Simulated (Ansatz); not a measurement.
# What ScAlSe3 (model cell, started as cubic perovskite with Al in the octahedra) distorts into

Wanted: the energy along a soft mode of ScAlSe3 (model cell, started as cubic perovskite with Al in the octahedra) and the structure at the end.

Method: DFT PBE, scalar-relativistic, plane waves, PAW; PAW set soft_1, in Ansatz 0.2.0.

Report form: the programs' logs are mostly left out.

The structure was built from a prototype and need not be the compound's stable phase.

### 1. The structure

Symmetry: Pm-3m, No. 221, cubic system. The conventional cell has a = 4.862 Å, b = 4.862 Å, c = 4.862 Å, α = 90.00°, β = 90.00°, γ = 90.00°. Nearest to Sc lie 12 Se at 3.44 Å. Nearest to Al lie 6 Se at 2.43 Å. Nearest to Se lie 2 Al at 2.43 Å and 4 Sc at 3.44 Å. Farther neighbours and most contacts between anions are not listed.

### 2. Response at finite wavevector

The cell comes from relaxations at this level that are not shown. Stability and thermal properties need the whole zone. Linear response on a 2×2×2 q mesh gives force constants as far as a supercell of that size would.

Input file input.yaml:

```yaml
crystal:
  lattice:
    - [4.8618479548, 0.0, 0.0]
    - [0.0, 4.8618479548, 0.0]
    - [0.0, 0.0, 4.8618479548]
  atoms:
    - { symbol: Sc, position: [0.0, 0.0, 0.0] }
    - { symbol: Al, position: [0.5, 0.5, 0.5] }
    - { symbol: Se, position: [0.5, 0.5, 0.0] }
    - { symbol: Se, position: [0.5, 0.0, 0.5] }
    - { symbol: Se, position: [0.0, 0.5, 0.5] }
kpoints:
  mp_grid: { grid: [8, 8, 8] }
hamiltonian:
  xc: pbe
  pseudopotentials: { kind: paw, azcp: { folder: soft_1 } }
scf:
  occupations: { method: methfessel_paxton, width: 0.2 }
output:
  eigenvalues: true
phonons:
  method: dfpt
  qmesh: [2, 2, 2]
  temperatures: { t_max: 1000, t_step: 50 }
  qpath:
    path:
      - [[0.0, 0.0, 0.0], [0.0, 0.5, 0.0], [0.5, 0.5, 0.0], [0.0, 0.0, 0.0], [0.5, 0.5, 0.5], [0.0, 0.5, 0.0]]
      - [[0.5, 0.5, 0.5], [0.5, 0.5, 0.0]]
    npoints: 10
```

Launch:

```sh
$ ansatz run input.yaml --threads 4 --pin off --max-ram 16384MiB --backend cpu --events-out ev --progress --plain --runs-dir out
```

Elapsed: 5 min, on 4 threads of Arm Neoverse V2, shared host; peak memory 1.7 GiB; 19 min of CPU time.

This step gave:

```yaml
volume_per_atom: 22.98 Å³
gap_on_the_k_mesh: 0 eV
sum_rule_residual_before_enforcement: 2.18e-5 eV/Å²
lowest_frequency_on_the_path: -187.0 cm⁻¹
point_group: m-3m
highest_frequency_on_the_path_or_at_a_solved_wavevector: 337 cm⁻¹
highest_optical_mode_at_the_zone_centre_no_lo_to_term: 335.2 cm⁻¹
lowest_optical_zone_centre_mode: -187.0 cm⁻¹
lowest_mode_on_the_q_mesh_acoustic_modes_at_gamma_apart: -187.0 cm⁻¹
```

Frequencies (cm⁻¹) solved at each irreducible wavevector; negative means imaginary. Frequencies by wavevector, by row:

```
q in reciprocal lattice units  star  mode 1  mode 2  mode 3  mode 4  mode 13  mode 14  mode 15
                        0 0 0     1    -187    -187    -187  -119.6    335.2    335.2    335.2
                     0 0 -0.5     3  -169.1  -169.1  -112.7   -90.1    311.7      334      334
                  0 -0.5 -0.5     3  -175.1  -175.1  -153.3   -88.4    323.5    323.5    332.4
               -0.5 -0.5 -0.5     1  -183.2  -183.2  -183.2  -175.2      337      337      337
```

Interpolated from a 2×2×2 q mesh. Phonon branches along the path, in cm⁻¹:

```
    point  branch 1  branch 2  branch 3  branch 4  branch 12  branch 13  branch 14  branch 15
        Γ      -187      -187      -187      -120         59        335        335        335
  halfway      -178      -178      -144      -116        152        327        335        335
        X      -169      -169      -113       -90        218        312        334        334
  halfway      -172      -145      -144      -137        223        318        330        333
        M      -175      -175      -153       -88        248        324        324        332
  halfway      -170      -161      -146      -131        172        326        332        334
        Γ      -187      -187      -187      -120         59        335        335        335
  halfway      -168      -168      -139      -132        190        327        327        336
        R      -183      -183      -183      -175        268        337        337        337
  halfway      -164      -164      -156      -149        230        324        329        336
        X      -169      -169      -113       -90        218        312        334        334
jump to R      -183      -183      -183      -175        268        337        337        337
  halfway      -178      -178      -165      -148        251        330        330        335
        M      -175      -175      -153       -88        248        324        324        332
```

Symmetry leaves 4 wavevectors to solve. The lowest mode among them, the acoustic zeros apart, lies at Γ and is imaginary, 187.0i cm⁻¹, so the energy falls along it.

### 3. The mode frozen in, largest atomic shift 0 Å

The mode followed lies at q = (-0.5, -0.5, -0.5) with frequency 183.2i cm⁻¹ and is 3-fold degenerate, one of the unstable modes though not the softest. At small amplitude the distorted cell has space group no. 74 by a symmetry search on the positions. The undistorted cell that holds it gives the zero of energy on the same k mesh.

System of this step: ScAlSe3 (model cell, started as cubic perovskite with Al in the octahedra). It takes space group Pm-3m (No. 221, cubic). The conventional cell has a = 4.862 Å, b = 4.862 Å, c = 4.862 Å, α = 90.00°, β = 90.00°, γ = 90.00°. Nearest to Sc lie 12 Se at 3.44 Å. Nearest to Al lie 6 Se at 2.43 Å. Se has 2 Al at 2.43 Å and 4 Sc at 3.44 Å nearest. Farther neighbours and most contacts between anions are not listed.

input.yaml, the sections that differ from step 2:

```yaml
crystal:
  lattice:
    - [4.8618479548, 4.8618479548, 0.0]
    - [4.8618479548, 0.0, 4.8618479548]
    - [4.8618479548, 0.0, -4.8618479548]
  atoms:
    - { symbol: Sc, position: [0.0, 0.0, 0.0] }
    - { symbol: Sc, position: [0.0, 0.5, 0.5] }
    - { symbol: Al, position: [0.5, 0.25, 0.75] }
    - { symbol: Al, position: [0.5, 0.75, 0.25] }
    - { symbol: Se, position: [0.5, 0.0, 0.0] }
    - { symbol: Se, position: [0.5, 0.5, 0.5] }
    - { symbol: Se, position: [0.0, 0.5, 0.0] }
    - { symbol: Se, position: [0.0, 0.0, 0.5] }
    - { symbol: Se, position: [0.5, 0.0, 0.5] }
    - { symbol: Se, position: [0.5, 0.5, 0.0] }
output:
  forces: true
  stress: true
  eigenvalues: true
# kpoints, hamiltonian, scf: as in step 2
# phonons: removed
```

Elapsed: 9.1 s, on 4 threads; peak memory 0.95 GiB.

Numbers from this step:

| Item | Value |
| --- | --- |
| pressure | -0.01369 GPa |
| energy from the undistorted cell | 0 meV/atom |

The run ends at a pressure of -0.01 GPa.

### 4. The mode frozen in, largest atomic shift 0.6 Å

The atoms are moved along the unstable eigenvector, the largest shift by 0.6 Å, with the cell fixed.

input.yaml, the sections that differ from step 3:

```yaml
crystal:
  lattice:
    - [4.8618479548, 4.8618479548, 0.0]
    - [4.8618479548, 0.0, 4.8618479548]
    - [4.8618479548, 0.0, -4.8618479548]
  atoms:
    - { symbol: Sc, position: [0.0872639524, -0.0872639524, 0.0] }
    - { symbol: Sc, position: [-0.0872639524, 0.5872639524, 0.5] }
    - { symbol: Al, position: [0.5, 0.25, 0.75] }
    - { symbol: Al, position: [0.5, 0.75, 0.25] }
    - { symbol: Se, position: [0.5, -0.0108310457, -0.0108310457] }
    - { symbol: Se, position: [0.5, 0.5108310457, 0.5108310457] }
    - { symbol: Se, position: [0.0, 0.5108310457, 0.0108310457] }
    - { symbol: Se, position: [0.0, -0.0108310457, 0.4891689543] }
    - { symbol: Se, position: [0.5216620915, -0.0216620915, 0.5] }
    - { symbol: Se, position: [0.4783379085, 0.5216620915, 0.0] }
# kpoints, hamiltonian, scf, output: as in step 3
```

It took 26 s on 4 threads; peak memory 1.5 GiB; 1.7 min of CPU time.

This step gave:

- pressure: 2.626 GPa
- energy from the undistorted cell: -155.3 meV/atom

The energy, extrapolated to zero smearing, is -155.27 meV/atom against the undistorted cell.

The run ends at a pressure of 2.63 GPa, with forces up to 1.2 eV/Å.

### 5. Energy along the mode, all amplitudes (two of the runs are shown above)

An imaginary frequency means negative curvature, so the energy should fall and then rise again as anharmonic terms take over.

Numbers from this step:

| Property | Result |
| --- | --- |
| depth at the lowest point sampled | 155.3 meV/atom |
| largest atomic shift at that point | 0.6 Å |

Energy from the parent against largest atomic shift:

```
largest atomic shift (Å)  energy from the parent (meV/atom)
                   0.000                                  0
                   0.040                              -1.04
                   0.080                              -4.17
                   0.140                              -12.6
                   0.220                              -30.2
                   0.320                              -60.1
                   0.450                               -106
                   0.600                               -155
```

Displacement at unit largest shift by atom:

```
atom   x (Å)   y (Å)   z (Å)   size
 Sc1   0.000   0.707  -0.707  1.000
 Sc2   0.000  -0.707   0.707  1.000
 Al3   0.000   0.000   0.000  0.000
 Al4   0.000   0.000   0.000  0.000
 Se5  -0.176   0.000   0.000  0.176
 Se6   0.176   0.000   0.000  0.176
 Se7   0.176   0.000   0.000  0.176
 Se8  -0.176   0.000   0.000  0.176
 Se9   0.000   0.176  -0.176  0.249
Se10   0.000  -0.176   0.176  0.249
```

The lowest of the steps tried is the last one, at 0.6 Å, 155 meV/atom below the parent; the bottom of the well need not coincide with a step.

### 6. Relaxation from the frozen mode

Starting from the lowest point found, all atoms and the cell are let go, so that strain and other modes of the same symmetry can join in.

Edit input.yaml of step 4 so:

```diff
@@ -27 +27,10 @@
   eigenvalues: true
+  write_density: true
+  write_potential: true
+  elf: true
+  volumetric_format: npy
+relax:
+  adjacent_minimum: "off"
+  f_tol: 0.002
+  max_steps: 120
+  cell: { stress_tol: 0.03 }
```

Elapsed: 6.2 min, on 4 threads; peak memory 1.6 GiB.

Step by step:

```
step  energy less that of the first step (eV)  largest force component (eV/Å)  pressure (GPa)  volume (Å³)
   1                                   0.0000                          0.8284            2.63       229.84
   2                                  -1.0091                          0.8909            1.72       238.78
   3                                  -2.1529                          0.7812            1.87       245.28
   4                                  -2.9961                          0.3534            1.41       253.52
   5                                  -3.2362                          0.2777           -0.04       258.33
   6                                  -3.3934                          0.2111           -0.06       259.79
   7                                  -3.4087                          0.2592           -0.23       260.34
   8                                  -3.4429                          0.0425            0.20       260.91
   9                                  -3.4494                          0.0115            0.05       262.69
  10                                  -3.4514                          0.0092            0.02       263.64
  11                                  -3.4514                          0.0061           -0.02       263.99
  12                                  -3.4515                          0.0006            0.00       263.78
 13*                                  -3.4548                          0.0008            0.01       263.78
```

Relaxation steps marked * repeat the geometry before them on a plane-wave basis chosen anew for their cell, so energy and pressure can jump there. Relaxation step 11 was tried and not accepted.

Forces are held to the 8 operations that the run works with; a distortion that breaks them can't arise in this run.

```
conventional cell, symmetrised  before  after   change
                         a (Å)   6.876  7.181   +4.4 %
                         b (Å)   9.724  9.990   +2.7 %
                         c (Å)   6.876  7.354   +7.0 %
              volume (Å³/atom)   22.98  26.38  +14.8 %
```

The atoms that moved most (Å, as changes of fractional coordinates times the final cell):

```
atom      dx      dy      dz  length
 Sc1   0.000   0.784  -0.784   1.109
 Sc2   0.000  -0.784   0.784   1.109
 Se9   0.000  -0.587   0.587   0.830
Se10   0.000   0.587  -0.587   0.830
 Se7   0.417   0.000   0.000   0.417
 Se6   0.417   0.000   0.000   0.417
 Se8  -0.417   0.000   0.000   0.417
 Se5  -0.417   0.000   0.000   0.417
```

Numbers from this step:

```
pressure        : 0.01101 GPa
volume per atom : 26.38 Å³
```

Electrostatic potential energy in the bc plane of the conventional cell at fractional x = 0.000, with atoms of Sc and Al and Se within 0.2 Å of it. With pseudopotentials it is smooth inside the atoms' cores, unlike the true potential.

Ten even steps from '_' (-35 eV) to '@' (11 eV), each cell a mean:
```
@@@@@@@@@@@@@@@@@@@@@@@@@@@@@@@@@@@@@@%%%%%%%%@@@@@@@@@@
@@@@@@@@@@@@@@@@@@@@@@@@@@@@@@@@@@@@%%%%######%%@@@@@@@@
@@@@@@@@@@@@@@@@@@@@@@@@@@@@@@@@@@@@%%++--::==##%%@@@@@@
@@@@@@@@@@@@@@@@@@@@@@@@@@@@@@@@@@%%**::______++%%@@@@@@
@@@@@@@@@@@@@@@@@@@@@@@@@@@@@@@@@@%%**..______--##@@@@@@
@@@@@@@@@@%%****##%%@@@@@@@@@@@@@@%%**::______==##%%@@@@
%%%%@@@@##++****++**%%@@%%%%%%%%%%%%##++--::==##%%%%%%%%
++**%%%%**++@@@@##++%%%%##++++**##%%%%%%######%%%%%%##++
##++**%%**++@@@@##++####++**##++**%%%%%%####%%%%%%##++**
@@##++####++++**++**%%**++@@@@##++%%%%**++++++##%%**++@@
@@**++%%%%##****##%%%%##++%%@@**++####++##%%++++%%**++%%
++++##%%%%%%%%%%%%%%%%##**++++++##%%**++@@@@##++####**++
**##%%%%%%##**++**%%%%%%%%##**##%%%%##++%%@@**++%%%%%%##
%%%%@@%%##==..__::**%%%%@@%%%%@@@@@@%%**++++++##@@@@@@%%
@@@@@@%%**..______==##%%@@@@@@@@@@@@@@%%%%##%%@@@@@@@@@@
@@@@@@%%**..______==##@@@@@@@@@@@@@@@@@@@@@@@@@@@@@@@@@@
@@@@@@%%##==..__::**%%@@@@@@@@@@@@@@@@@@@@@@@@@@@@@@@@@@
@@@@@@@@%%##++++**##%%@@@@@@@@@@@@@@@@@@@@@@@@@@@@@@@@@@
@@@@@@@@@@%%%%%%%%%%@@@@@@@@@@@@@@@@@@@@@@@@@@@@@@@@@@@@
@@@@@@@@@@@@@@%%@@@@@@@@@@@@@@@@@@@@@@@@@@@@@@@@@@@@@@@@
```
Columns run along b (10.0 Å; values clipped at the 3rd and 97th percentile), rows up along c (7.4 Å), edges of the conventional cell, whose origin can differ from the input's. Atoms in or near the plane, at fractional coordinates: Sc at (0.75, 0.76), Sc at (0.25, 0.24), Al at (0.00, 0.50), Al at (0.50, 0.50), Se at (0.25, 0.59), Se at (0.75, 0.41).

Valence density in the bc plane of the conventional cell at fractional x = 0.000, with atoms of Sc and Al and Se within 0.2 Å of it. It is the smooth field of the valence electrons, not physical close to the nuclei.

Ten steps, logarithmic in the rise over the least value, from '0' (0 e/Å³) to '9' (45 e/Å³), each cell a mean:
```
0000000000000000000000000000
0000000000000000000000000000
0000000000000000000123200000
0000000000000000001355410000
0000000000000000001466520000
0000011211000000001355420000
0000124531000000000133200000
0001138962100000000011100000
0001138952100000000111110000
0001124431100000001122211000
0000111211000000011267421000
0000001110000000011489621000
0000011210000000001378521000
0000024431000000001133210000
0000145652000000000011100000
0000146652000000000000000000
0000024431000000000000000000
0000001110000000000000000000
0000000000000000000000000000
0000000000000000000000000000
```
Columns run along b (10.0 Å), rows up along c (7.4 Å), edges of the conventional cell, whose origin can differ from the input's. Atoms in or near the plane, at fractional coordinates: Sc at (0.75, 0.76), Sc at (0.25, 0.24), Al at (0.00, 0.50), Al at (0.50, 0.50), Se at (0.25, 0.59), Se at (0.75, 0.41).

[end of part 1 of 2]

[Logs are printed without paths, hosts, clocks, repeated set-up lines and the standing remarks that a program may print on its own settings, such as how far it seeks lower states.]

[Hosts, paths, dates, database ids (printed as entryN), source tags and the programs' standing remarks are cut or masked in the printed files.]
